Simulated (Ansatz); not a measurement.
# SnI4O12 (P-1): the gap up the ladder of methods, part 3 of 3

What gap does each level of theory give for SnI4O12 (P-1), and in what time?

Ansatz 0.2.0; density functionals, hybrids and G0W0, plane waves, PAW. Known limits of the many-body steps: finite bands, screening cutoff and k mesh; no spin-orbit coupling in G0W0.

So far. Step 11 (G0W0@HSE06, 4×2×2 mesh, 1000 empty bands, screening to …): Over all 12 irreducible mesh points the G0W0 gap is 4.814 eV, from k = (0.000, -0.500, -0.500) to k = (0.250, -0.500, 0.000). The HSE06 gap of this run on the mesh is 4.002 eV. The two states that bound the G0W0 gap lie that far apart at the start, so the correction of the gap is 4.814 − 4.002 = +0.812 eV.

In doubt: masses and optical values from hybrid runs of this build are listed as unsure (steps 11, 12), which bears on the screening that GW takes from such a start.

### Step 13. The ladder

Each gap is the least one over the points named; times are wall times on shared hosts, not benchmarks. A G0W0 time includes the run's own self-consistent start. Runs with listed points see these and the mesh alone, so an edge that moves elsewhere is missed. Rows marked * are further runs, not shown as steps, whose inputs differ from the G0W0 step on the same start in the columns given; solver thresholds can differ too.

```
     level   mesh       files, cutoff  bands summed, screening                          points  gap (eV)              valence top        conduction bottom  least direct gap (eV)     time
       LDA  4×4×4  soft_1 PAW, 420 eV                        -          mesh and listed points     2.657  (0.000, -0.500, -0.500)   (0.250, -0.500, 0.000)                  2.802     20 s
    PBEsol  4×4×4  soft_1 PAW, 420 eV                        -          mesh and listed points     2.689  (0.000, -0.500, -0.500)   (0.250, -0.500, 0.000)                  2.834     16 s
       PBE  4×4×4  soft_1 PAW, 420 eV                        -                   mesh and path     2.746  (0.000, -0.500, -0.500)   (0.250, -0.500, 0.000)                  2.892     13 s
   PBE+SOC  4×4×4  soft_1 PAW, 420 eV                        -          mesh and listed points     2.703  (0.000, -0.500, -0.500)   (0.250, -0.500, 0.000)                  2.847     33 s
    r2SCAN  4×4×4  soft_1 PAW, 500 eV                        -          mesh and listed points     3.159  (0.000, -0.500, -0.500)   (0.250, -0.500, 0.000)                  3.317     27 s
     HSE06  4×2×2  soft_1 PAW, 420 eV                        -          mesh and listed points     4.002  (0.000, -0.500, -0.500)   (0.250, -0.500, 0.000)                  4.166     81 s
      PBE0  4×2×2  soft_1 PAW, 420 eV                        -          mesh and listed points     4.739  (0.000, -0.500, -0.500)   (0.250, -0.500, 0.000)                  4.902     81 s
  DDH-PBE0  4×2×2  soft_1 PAW, 420 eV                        -          mesh and listed points     4.481  (0.000, -0.500, -0.500)   (0.250, -0.500, 0.000)                  4.643  1.7 min
 G0W0@PBE*  4×2×2  soft_1 PAW, 420 eV               241, 42 eV  all 12 irreducible mesh points     4.228  (0.000, -0.500, -0.500)   (0.250, -0.500, 0.000)                  4.468     25 s
 G0W0@PBE*  4×2×2  soft_1 PAW, 420 eV               542, 84 eV  all 12 irreducible mesh points     4.088  (0.000, -0.500, -0.500)   (0.250, -0.500, 0.000)                  4.303     37 s
  G0W0@PBE  4×2×2  soft_1 PAW, 420 eV             1077, 140 eV  all 12 irreducible mesh points     4.111  (0.000, -0.500, -0.500)   (0.250, -0.500, 0.000)                  4.315     66 s
 G0W0@PBE*  2×2×2  soft_1 PAW, 420 eV               542, 84 eV   all 8 irreducible mesh points     4.187  (0.000, -0.500, -0.500)  (-0.500, -0.500, 0.000)                  4.304     16 s
G0W0@HSE06  4×2×2  soft_1 PAW, 420 eV             1077, 140 eV  all 12 irreducible mesh points     4.814  (0.000, -0.500, -0.500)   (0.250, -0.500, 0.000)                  5.025  5.7 min
 G0W0@PBE0  4×2×2  soft_1 PAW, 420 eV             1077, 140 eV  all 12 irreducible mesh points     5.032  (0.000, -0.500, -0.500)   (0.250, -0.500, 0.000)                  5.247  4.7 min
```

### Step 14. Summary of results

| Property | Result |
| --- | --- |
| LDA, over mesh and listed points | 2.657 eV |
| PBEsol, over mesh and listed points | 2.689 eV |
| PBE, over mesh and path | 2.746 eV |
| PBE+SOC, over mesh and listed points | 2.703 eV |
| r2SCAN, over mesh and listed points | 3.159 eV |
| HSE06, over mesh and listed points | 4.002 eV |
| PBE0, over mesh and listed points | 4.739 eV |
| DDH-PBE0, over mesh and listed points | 4.481 eV |
| G0W0@PBE (1077 bands, 4×2×2), over all 12 irreducible mesh points | 4.111 eV |
| G0W0@HSE06, over all 12 irreducible mesh points | 4.814 eV |
| G0W0@PBE0, over all 12 irreducible mesh points | 5.032 eV |
| known limits | finite bands, screening cutoff and k mesh; no spin-orbit coupling in G0W0 |

**Reading.** The rows run from 2.657 eV (LDA) to 5.032 eV (G0W0@PBE0). They differ in mesh, plane-wave cutoff, bands and screening cutoff of G0W0 and the points over which the gap was sought as well as in level, so only pairs that share these are like for like. PBEsol against LDA: 2.689 − 2.657 = +0.032 eV, with the same mesh, files and cutoff, and both edges at the same k points. PBE against PBEsol: 2.746 − 2.689 = +0.057 eV, with the same mesh, files and cutoff, and both edges at the same k points. PBE+SOC against PBE: 2.703 − 2.746 = −0.043 eV, with the same mesh, set of files (read in its fully relativistic form for the spin-orbit run) and cutoff, and both edges at the same k points. The spin-orbit run sees mesh and listed points alone, so its gap is an upper bound: the coupling can move an edge off these points, and the change over the zone, its sign included where it is small, is not known. PBE0 against HSE06: 4.739 − 4.002 = +0.737 eV, with the same mesh, files and cutoff, and both edges at the same k points. DDH-PBE0 against PBE0: 4.481 − 4.739 = −0.258 eV, with the same mesh, files and cutoff, and both edges at the same k points. G0W0@HSE06 against G0W0@PBE with 1077 bands: 4.814 − 4.111 = +0.703 eV, with the same mesh, files and cutoffs, and both edges at the same k points. G0W0@PBE0 against G0W0@HSE06 with 1077 bands: 5.032 − 4.814 = +0.218 eV, with the same mesh, files and cutoffs, and both edges at the same k points. The dielectric-dependent hybrid took 0.219 of exact exchange, against 0.25 in PBE0. G0W0@PBE (1077 bands, 4×2×2) moves the gap of its own start on the mesh by 4.111 − 2.746 = +1.365 eV, between the same two levels. Both edges that PBE shows over mesh and path lie at k points where levels were corrected. Levels at other points were not corrected, so a lower G0W0 gap elsewhere in the zone is not ruled out. G0W0@HSE06 moves the gap of its own start on the mesh by 4.814 − 4.002 = +0.812 eV, between the same two levels. Both edges that HSE06 shows over mesh and listed points lie at k points where levels were corrected. Levels at other points were not corrected, so a lower G0W0 gap elsewhere in the zone is not ruled out. G0W0@PBE0 moves the gap of its own start on the mesh by 5.032 − 4.739 = +0.293 eV, between the same two levels. Both edges that PBE0 shows over mesh and listed points lie at k points where levels were corrected. Levels at other points were not corrected, so a lower G0W0 gap elsewhere in the zone is not ruled out. What spin-orbit coupling does to the G0W0 levels was not computed, so no sum with the G0W0 gap is formed. For G0W0@PBE: from 241 bands and 42 eV to 1077 bands and 140 eV the gap moves by 4.111 − 4.228 = −0.117 eV (rung by rung 4.228, 4.088, 4.111 eV); bands and screening cutoff rise together, so their parts are not told apart. The gap turns back along the series (4.228, 4.088, 4.111 eV), so no line is drawn and the limit is not known. The other G0W0 rows are shown at one basis each (1077 bands), so their distance from the limit is not known here. With the 2×2×2 mesh in place of the 4×2×2 mesh and all else as in the G0W0@PBE row with 542 bands, the gap differs by 4.187 − 4.088 = +0.099 eV, and that of the start by 2.815 − 2.746 = +0.069 eV; an edge lies at another k point, so this need not be the shift of one pair of states. For G0W0@PBE0: the program's warnings for this run: coarse exchange mesh. The G0W0 runs are scalar-relativistic. G0W0@PBE runs of this series with other atomic data on the same mesh, not shown as steps, give 4.161 eV (hard PAW, 930 eV, 1564 bands, screening to 182 eV); where bands and cutoffs differ too, the part of the files is not isolated.

[Paths, hosts, dates, memory and timing lines, banners, echoed tables and standing remarks are left out of the program output.]

[Logs are printed without paths, hosts, clocks, repeated set-up lines and the standing remarks that a program may print on its own settings, such as how far it seeks lower states.]

[Runs of the session that timed out or met a known fault of the program may be left out.]

[Cells called generated may have been cut or substituted from an entry of the Crystallography Open Database or the Materials Project.]

[Hosts, paths, dates, database ids (printed as entryN), source tags and the programs' standing remarks are cut or masked in the printed files.]

[Where an RPA ε∞ is given, it is that of the G0W0 mesh and is not shown converged in it. Names of k-points follow the symmetry that the program found, which can be lower than the space group named. Band edges on a path are those of the sampled points; other points can move an edge, and change direct to indirect where valleys lie close.]

[Hybrid gaps are those of their k-mesh and are not shown converged in it.]
